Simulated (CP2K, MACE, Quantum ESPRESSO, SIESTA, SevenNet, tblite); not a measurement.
# Bulk modulus two ways: amorphous carbon (123 atoms), CP2K double zeta, LDA

The cell holds 123 atoms (123 C). Recipe: 123 atoms (123 C) placed at random at 1.8 g/cm³, melted at 6000 K for 10 ps at fixed volume with the LCBOP (Los and Fasolino, Phys. Rev. B 68, 024107 (2003)). Quenched from 5000 K to 300 K at 500 K/ps and fixed volume, held 5 ps, then minimised at fixed cell. Then the atoms were relaxed with SevenNet 0 in the fixed cell.

Calculated with CP2K 2026.2: LDA; DZVP-MOLOPT-SR, GTH-PADE potentials, 450 Ry; k-points Γ. The cell is scaled evenly by ±3 % in volume, and SevenNet 0 relaxes the atoms at each volume before the single point.

```
volume (Å³/atom)  energy less the middle row's (meV/atom)  pressure (GPa)
          10.742                                  -30.154         -12.852
          11.074                                    0.000         -16.528
          11.406                                   36.230         -19.744
```

**Question.** Find the bulk modulus at the middle volume from the pressures and from the energies, and check the printed pressure against the slope of the energy (1 meV/Å³ = 0.16022 GPa).

**Working.**

The step is h = 0.3322 Å³. From pressures: B = −V dP/dV = 11.074 × (-12.852 − (-19.744)) / (2 × 0.3322) = 115 GPa.

From energies: B = V d²E/dV² = 11.074 × (-30.154 + (36.230)) / 0.3322² = 609.6 meV/Å³ = 97.7 GPa.

Slope: P = −dE/dV = −(36.230 − (-30.154)) / (2 × 0.3322) = -99.9 meV/Å³ = -16.01 GPa, against -16.53 GPa printed.

The modulus from energies lies 15 % under that from pressures.

A central difference over ±3 % overstates P by about B(1 + B′)(0.03)²/6, some 0.09 GPa for B′ = 4, which is small against the gap found. The atoms follow SevenNet 0, so this level's forces do work along the path, which enters the energies but not the printed pressures.

Limits: three points, a static cell at zero temperature, the cell shape held; the modulus is that at -16.5 GPa, not at zero pressure.

[Logs are printed without paths, hosts, clocks, repeated set-up lines and the standing remarks that a program may print on its own settings, such as how far it seeks lower states.]

[Hosts, paths, dates, database ids (printed as entryN), source tags and the programs' standing remarks are cut or masked in the printed files.]
